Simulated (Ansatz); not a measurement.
# InTe2 (hypothetical, Fm-3m): thermal expansion from first principles, part 2 of 3

How much does InTe2 (hypothetical) expand with temperature? The compound is hypothetical: it was made by swapping elements on a known structure type.

Ansatz 0.2.0; DFT PBEsol, scalar-relativistic, plane waves, PAW.

So far. Step 2 (Probe on a coarse mesh): The start is under 16 GPa at this level and looks like a metal on this mesh. Step 5 (Tight relaxation): The residual pressure is -0.0066 GPa, small enough for phonons.

### 6. The quasi-harmonic study, q-mesh 1×1×1

The study relaxes the crystal at several strains, solves the phonons on some of them and minimises the free energy at each temperature (static energy, vibrations, the electrons in a metal, and PV under a set pressure); the q-mesh sets how far the force constants reach.

File input.yaml:

```yaml
crystal:
  lattice:
    - [0.0, 3.6101189642, 3.6101189642]
    - [3.6101189642, 0.0, 3.6101189642]
    - [3.6101189642, 3.6101189642, 0.0]
  atoms:
    - { symbol: In, position: [0.0, 0.0, 0.0] }
    - { symbol: Te, position: [0.75, 0.75, 0.75] }
    - { symbol: Te, position: [0.25, 0.25, 0.25] }
kpoints:
  mp_grid: { grid: [10, 10, 10] }
hamiltonian:
  xc: pbesol
scf:
  occupations: { method: methfessel_paxton, width: 0.15 }
output:
  eigenvalues: true
phonons:
  method: dfpt
  qmesh: [1, 1, 1]
  temperatures: { t_max: 800.0, t_step: 50 }
  thermal_expansion: {}
```

Run with:

```
$ ansatz run input.yaml --threads 4 --pin off --max-ram 8192MiB --backend cpu --events-out ev --progress --plain --runs-dir out
```

Numbers of over 12 decimals in the logs are rounded to 6 here.

Output:

```text
The last accepted step is kept in <dir> (removed where the run ends without a failure and the disk answers)
Engine: ansatz 0.2.0, aarch64-unknown-linux-gnu
Pseudopotentials: kind: paw
Pseudopotential: In, paw, valence charge 13, recommended cutoff 420 eV (normal), In.paw.azcp
Pseudopotential: Te, paw, valence charge 16, recommended cutoff 420 eV (normal), Te.paw.azcp
Functional definition: PBEsol
  exchange = pbesol_x
  correlation = pbesol_c
Crystal: 3 atoms, lattice volume = 94.101 Å³
Basis set: ecut = 487.2 eV, 2277 PW (Γ), exchange–correlation on 80×80×80 points (8 copies of the dense FFT grid, shifted against one another)
Bands: 27, of which v1, the nominal top of the filled ones, is band 23 counted from 1 (22 counted from 0)
Symmetry: 48 space group operations
Space group: Fm-3m (ITA 225), of the structure as read, at distance tolerance 4.5e-5 Å
k-points: 47 of 1000
Non-local potential: In, projectors of the file, l = 0: 2, l = 1: 2, l = 2: 2, l = 3: 2
Non-local potential: Te, projectors of the file, l = 0: 2, l = 1: 2, l = 2: 2, l = 3: 2
PAW form: soft (Blöchl's): semilocal exchange-correlation on the pseudo side does not see the compensation charge
PAW frozen core: In, regenerated for the run's functional, and the local potential with it (the file was generated under x = pbe(κ = 0.804, μ = 0.219515), c = pbe(β = 0.066725))
PAW frozen core: Te, regenerated for the run's functional, and the local potential with it (the file was generated under x = pbe(κ = 0.804, μ = 0.219515), c = pbe(β = 0.066725))
PAW one-centre angular grid: In, 590 points (default); XC on 64 Gauss nodes
PAW one-centre angular grid: Te, 590 points (default); XC on 64 Gauss nodes
Initial density: superposition of atomic densities (neutral atoms: chi_scale 0, normalization atom), corrected by the library's trained network
Initial wavefunctions: pseudopotential atomic-orbital guess
Functional: x = pbesol(κ = 0.804, μ = 0.123457), c = pbesol(β = 0.046)
SCF iter   1: F=—  HF=-19327.949003 eV  |F-HF|=—  |Δ(HF+E_count)|=         —  Δρ=2.08e-3  dr2=3.83e-3  ethr=1.77e-3  ⟨swp⟩=6.1  Hψ=5491  notcnv=0
preconditioner: auto → LDOS  [metal: Δε(μ)=0.017 eV  Ē_g=11.709 eV  σ=0.150 eV  W_gap=0.09  n_scr=14 (ndim 8)  ℏωp=19.1 eV  f_vac=0.061  D(μ)=2.78/eV (n_scr^D=14)  β→1.0]
SCF iter   2: F=—  HF=-19327.945701 eV  |F-HF|=—  |Δ(HF+E_count)|=   3.30e-3  S|Δr|=    0.00e0  Δρ=9.23e-4  dr2=5.49e-4  ethr=8.51e-6  ⟨swp⟩=2.0  Hψ=2242  notcnv=0
SCF iter   3: F=—  HF=-19327.945570 eV  |F-HF|=—  |Δ(HF+E_count)|=   1.31e-4  S|Δr|=    0.00e0  Δρ=3.35e-4  dr2=1.10e-4  ethr=1.22e-6  ⟨swp⟩=2.0  Hψ=1810  notcnv=0
[...]
Harris-Foulkes:  -19327.945545 eV  (|F-HF|=1.46e-11)
Internal energy: -19327.945149 eV  (E = F + TS)
E sigma→0 (E₀):  -19327.945446 eV
Entropy (-TS):   -0.000396 eV (-0.132 meV/atom)
Fermi energy:    8.931759 eV
--- Per-component energies (eV) ---
  E_band       = -558.793739
  E_kinetic    = 604.084621
  E_local      = -3729.857467  (includes V_loc(G=0)·N_el)
  E_nonlocal   = -247.576428
  E_hartree    = 2091.860568
  E_xc         = -460.028100
  E_vxc        = -307.813284  (∫ρ·V_xc dr)
  E_paw        = -13252.261163  (= ΣΔE_a)
  E_vpaw       = -1061.351929  (= ΣTr[D̂ρ^β])
  E_aug_tail   = -0.000057  (compensation charges beyond the density's cutoff)
  E_ewald      = -4335.152656
  E_core_change = 0.985533  (= ΣΔE_core)
  E_smearing   = -0.000396  (= −TS)
  E_closure    = -0.000000  (closes the sum)
  Σ components = -19327.945545   (vs F -19327.945545, Δ=0.00e0)
--- Forces (eV/Å), atoms counted from 1 ---
  atom   1  In    -0.00000000    -0.00000000    -0.00000000
  atom   2  Te     0.00000000     0.00000000    -0.00000000
  atom   3  Te    -0.00000000    -0.00000000     0.00000000
  max |Σ_I F_I| component: 2.31e-18 eV/Å
--- Stress (GPa, compression-positive) ---
       -0.009370       0.000000       0.000000
        0.000000      -0.009370       0.000000
       -0.000000       0.000000      -0.009370
  P = ⅓ Tr σ = -0.0094 GPa (-0.094 kbar)
--- Band table (eV; the first three rows and the last of 47) ---
  k-point 0: bands = [... 19 lower, 6.1054, 6.7875, 7.8433, 7.8433, 7.8433, 10.8012, 10.8012, 10.8012]
  k-point 1: bands = [... 19 lower, 6.0772, 6.4090, 7.7622, 7.7622, 8.6419, 10.8914, 10.9061, 10.9061]
  k-point 2: bands = [... 19 lower, 6.0176, 6.3647, 7.5370, 7.5370, 9.5067, 11.2647, 11.2647, 11.5267]
  k-point 46: bands = [... 19 lower, 5.7558, 7.1167, 8.8884, 9.6920, 9.8773, 12.0329, 13.5699, 13.9975]
── thermal expansion: 3 new cells, 3 in all ──
thermal expansion: relaxation of cell 2
thermal expansion: relaxation of cell 3
── thermal expansion: 2 new cells, 5 in all ──
thermal expansion: relaxation of cell 4
thermal expansion: lower-state search of cell 4
thermal expansion: electrons of cell 4
thermal expansion: phonons of cell 4
WARN: thermal expansion: vibrations_at_or_below_zero in the phonons of 1 cell: 4
this run last wrote the structure of step 1 to <dir>
--- Relaxed structure (1 steps of the walk, 1 accepted, 0 SCFs on fresh bases) ---
  F+E_penalty+E_count = -19327.94554497 eV   max|allowed force component| = 2.698e-18 eV/Å
  atoms:
    - { symbol: In, position: [0.0, 0.0, 0.0] }
    - { symbol: Te, position: [0.75, 0.75, 0.75] }
    - { symbol: Te, position: [0.25, 0.25, 0.25] }
--- Thermal expansion: 5 cells in 2 rounds, 0 GPa ---
  no lower state was reached at cell 4; its state was not examined: fill_not_monotonic
  not told: vibrations stand at or below zero in cell 4 (3.000 modes a cell, the lowest at -24.9 cm⁻¹): the crystal is at no minimum there, or its k-points are too few: type the crystal that it becomes, another pressure, or a denser kpoints.mp_grid, in a new run
  vibrations_at_or_below_zero in the phonons of 1 cell: 4
Error: vibrations stand at or below zero in cell 4 (3.000 modes a cell, the lowest at -24.9 cm⁻¹): the crystal is at no minimum there, or its k-points are too few: type the crystal that it becomes, another pressure, or a denser kpoints.mp_grid, in a new run
[key lines of the parts left out:]
SCF converged after 8 iterations
Free energy (F): -19327.945545 eV
```

Wall time 58 s (4 threads of Arm Neoverse V2, shared host); peak memory 1.4 GiB; 3.5 min of CPU time.

The run ended with an error.

The program's message: “vibrations stand at or below zero in cell 4 (3.000 modes a cell, the lowest at -24.9 cm⁻¹): the crystal is at no minimum there, or its k-points are too few: type the crystal that it becomes, another p …”

### 7. Phonons on strained cells, q-mesh 2×2×2

Thermal expansion follows from how the free energy of the vibrations (and of the electrons in a metal) changes with strain, so the program makes strained cells, their phonons and a fit in one run.

Changes to input.yaml since step 6:

```diff
@@ -19,3 +19,3 @@
   method: dfpt
-  qmesh: [1, 1, 1]
+  qmesh: [2, 2, 2]
   temperatures: { t_max: 800.0, t_step: 50 }
```

Output:

```text
The last accepted step is kept in <dir> (removed where the run ends without a failure and the disk answers)
Engine: ansatz 0.2.0, aarch64-unknown-linux-gnu
Pseudopotentials: kind: paw
Pseudopotential: In, paw, valence charge 13, recommended cutoff 420 eV (normal), In.paw.azcp
Pseudopotential: Te, paw, valence charge 16, recommended cutoff 420 eV (normal), Te.paw.azcp
Functional definition: PBEsol
  exchange = pbesol_x
  correlation = pbesol_c
Crystal: 3 atoms, lattice volume = 94.101 Å³
Basis set: ecut = 487.2 eV, 2277 PW (Γ), exchange–correlation on 80×80×80 points (8 copies of the dense FFT grid, shifted against one another)
Bands: 27, of which v1, the nominal top of the filled ones, is band 23 counted from 1 (22 counted from 0)
Symmetry: 48 space group operations
Space group: Fm-3m (ITA 225), of the structure as read, at distance tolerance 4.5e-5 Å
k-points: 47 of 1000
Non-local potential: In, projectors of the file, l = 0: 2, l = 1: 2, l = 2: 2, l = 3: 2
Non-local potential: Te, projectors of the file, l = 0: 2, l = 1: 2, l = 2: 2, l = 3: 2
PAW form: soft (Blöchl's): semilocal exchange-correlation on the pseudo side does not see the compensation charge
PAW frozen core: In, regenerated for the run's functional, and the local potential with it (the file was generated under x = pbe(κ = 0.804, μ = 0.219515), c = pbe(β = 0.066725))
PAW frozen core: Te, regenerated for the run's functional, and the local potential with it (the file was generated under x = pbe(κ = 0.804, μ = 0.219515), c = pbe(β = 0.066725))
PAW one-centre angular grid: In, 590 points (default); XC on 64 Gauss nodes
PAW one-centre angular grid: Te, 590 points (default); XC on 64 Gauss nodes
Initial density: superposition of atomic densities (neutral atoms: chi_scale 0, normalization atom), corrected by the library's trained network
Initial wavefunctions: pseudopotential atomic-orbital guess
Functional: x = pbesol(κ = 0.804, μ = 0.123457), c = pbesol(β = 0.046)
SCF iter   1: F=—  HF=-19327.949003 eV  |F-HF|=—  |Δ(HF+E_count)|=         —  Δρ=2.08e-3  dr2=3.83e-3  ethr=1.77e-3  ⟨swp⟩=6.1  Hψ=5491  notcnv=0
preconditioner: auto → LDOS  [metal: Δε(μ)=0.017 eV  Ē_g=11.709 eV  σ=0.150 eV  W_gap=0.09  n_scr=14 (ndim 8)  ℏωp=19.1 eV  f_vac=0.061  D(μ)=2.78/eV (n_scr^D=14)  β→1.0]
SCF iter   2: F=—  HF=-19327.945701 eV  |F-HF|=—  |Δ(HF+E_count)|=   3.30e-3  S|Δr|=    0.00e0  Δρ=9.23e-4  dr2=5.49e-4  ethr=8.51e-6  ⟨swp⟩=2.0  Hψ=2242  notcnv=0
SCF iter   3: F=—  HF=-19327.945570 eV  |F-HF|=—  |Δ(HF+E_count)|=   1.31e-4  S|Δr|=    0.00e0  Δρ=3.35e-4  dr2=1.10e-4  ethr=1.22e-6  ⟨swp⟩=2.0  Hψ=1810  notcnv=0
[...]
Harris-Foulkes:  -19327.945545 eV  (|F-HF|=1.46e-11)
Internal energy: -19327.945149 eV  (E = F + TS)
E sigma→0 (E₀):  -19327.945446 eV
Entropy (-TS):   -0.000396 eV (-0.132 meV/atom)
Fermi energy:    8.931759 eV
--- Per-component energies (eV) ---
  E_band       = -558.793739
  E_kinetic    = 604.084621
  E_local      = -3729.857467  (includes V_loc(G=0)·N_el)
  E_nonlocal   = -247.576428
  E_hartree    = 2091.860568
  E_xc         = -460.028100
  E_vxc        = -307.813284  (∫ρ·V_xc dr)
  E_paw        = -13252.261163  (= ΣΔE_a)
  E_vpaw       = -1061.351929  (= ΣTr[D̂ρ^β])
  E_aug_tail   = -0.000057  (compensation charges beyond the density's cutoff)
  E_ewald      = -4335.152656
  E_core_change = 0.985533  (= ΣΔE_core)
  E_smearing   = -0.000396  (= −TS)
  E_closure    = -0.000000  (closes the sum)
  Σ components = -19327.945545   (vs F -19327.945545, Δ=0.00e0)
--- Forces (eV/Å), atoms counted from 1 ---
  atom   1  In    -0.00000000    -0.00000000    -0.00000000
  atom   2  Te     0.00000000     0.00000000    -0.00000000
  atom   3  Te    -0.00000000    -0.00000000     0.00000000
  max |Σ_I F_I| component: 2.31e-18 eV/Å
--- Stress (GPa, compression-positive) ---
       -0.009370       0.000000       0.000000
        0.000000      -0.009370       0.000000
       -0.000000       0.000000      -0.009370
  P = ⅓ Tr σ = -0.0094 GPa (-0.094 kbar)
--- Band table (eV; the first three rows and the last of 47) ---
  k-point 0: bands = [... 19 lower, 6.1054, 6.7875, 7.8433, 7.8433, 7.8433, 10.8012, 10.8012, 10.8012]
  k-point 1: bands = [... 19 lower, 6.0772, 6.4090, 7.7622, 7.7622, 8.6419, 10.8914, 10.9061, 10.9061]
  k-point 2: bands = [... 19 lower, 6.0176, 6.3647, 7.5370, 7.5370, 9.5067, 11.2647, 11.2647, 11.5267]
  k-point 46: bands = [... 19 lower, 5.7558, 7.1167, 8.8884, 9.6920, 9.8773, 12.0329, 13.5699, 13.9975]
── thermal expansion: 3 new cells, 3 in all ──
thermal expansion: relaxation of cell 2
thermal expansion: relaxation of cell 3
── thermal expansion: 2 new cells, 5 in all ──
thermal expansion: relaxation of cell 4
thermal expansion: lower-state search of cell 4
thermal expansion: electrons of cell 4
thermal expansion: phonons of cell 4
WARN: thermal expansion: vibrations_at_or_below_zero in the phonons of 1 cell: 4
this run last wrote the structure of step 1 to <dir>
--- Relaxed structure (1 steps of the walk, 1 accepted, 0 SCFs on fresh bases) ---
  F+E_penalty+E_count = -19327.94554497 eV   max|allowed force component| = 2.698e-18 eV/Å
  atoms:
    - { symbol: In, position: [0.0, 0.0, 0.0] }
    - { symbol: Te, position: [0.75, 0.75, 0.75] }
    - { symbol: Te, position: [0.25, 0.25, 0.25] }
--- Thermal expansion: 5 cells in 2 rounds, 0 GPa ---
  no lower state was reached at cell 4; its state was not examined: fill_not_monotonic
  not told: vibrations stand at or below zero in cell 4 (4.250 modes a cell, the lowest at -85.1 cm⁻¹): the crystal is at no minimum there, or its k-points are too few: type the crystal that it becomes, another pressure, or a denser kpoints.mp_grid, in a new run
  vibrations_at_or_below_zero in the phonons of 1 cell: 4
Error: vibrations stand at or below zero in cell 4 (4.250 modes a cell, the lowest at -85.1 cm⁻¹): the crystal is at no minimum there, or its k-points are too few: type the crystal that it becomes, another pressure, or a denser kpoints.mp_grid, in a new run
[key lines of the parts left out:]
SCF converged after 8 iterations
Free energy (F): -19327.945545 eV
```

The job ended after 3.5 min (4 threads; peak memory 2.4 GiB).

The run ended with an error.

The program's message: “vibrations stand at or below zero in cell 4 (4.250 modes a cell, the lowest at -85.1 cm⁻¹): the crystal is at no minimum there, or its k-points are too few: type the crystal that it becomes, another p …”

(Part 2 of 3 ends here.)

[Logs are printed without paths, hosts, clocks, repeated set-up lines and the standing remarks that a program may print on its own settings, such as how far it seeks lower states.]

[Hosts, paths, dates, database ids (printed as entryN), source tags and the programs' standing remarks are cut or masked in the printed files.]

[A step with changed settings may run another functional than the one named; its input shows which.]

[Pressures of single members of a volume series are the stress at the run's cutoff; with an incomplete basis they can lie off −dE/dV of the same runs, and they are not shown converged.]
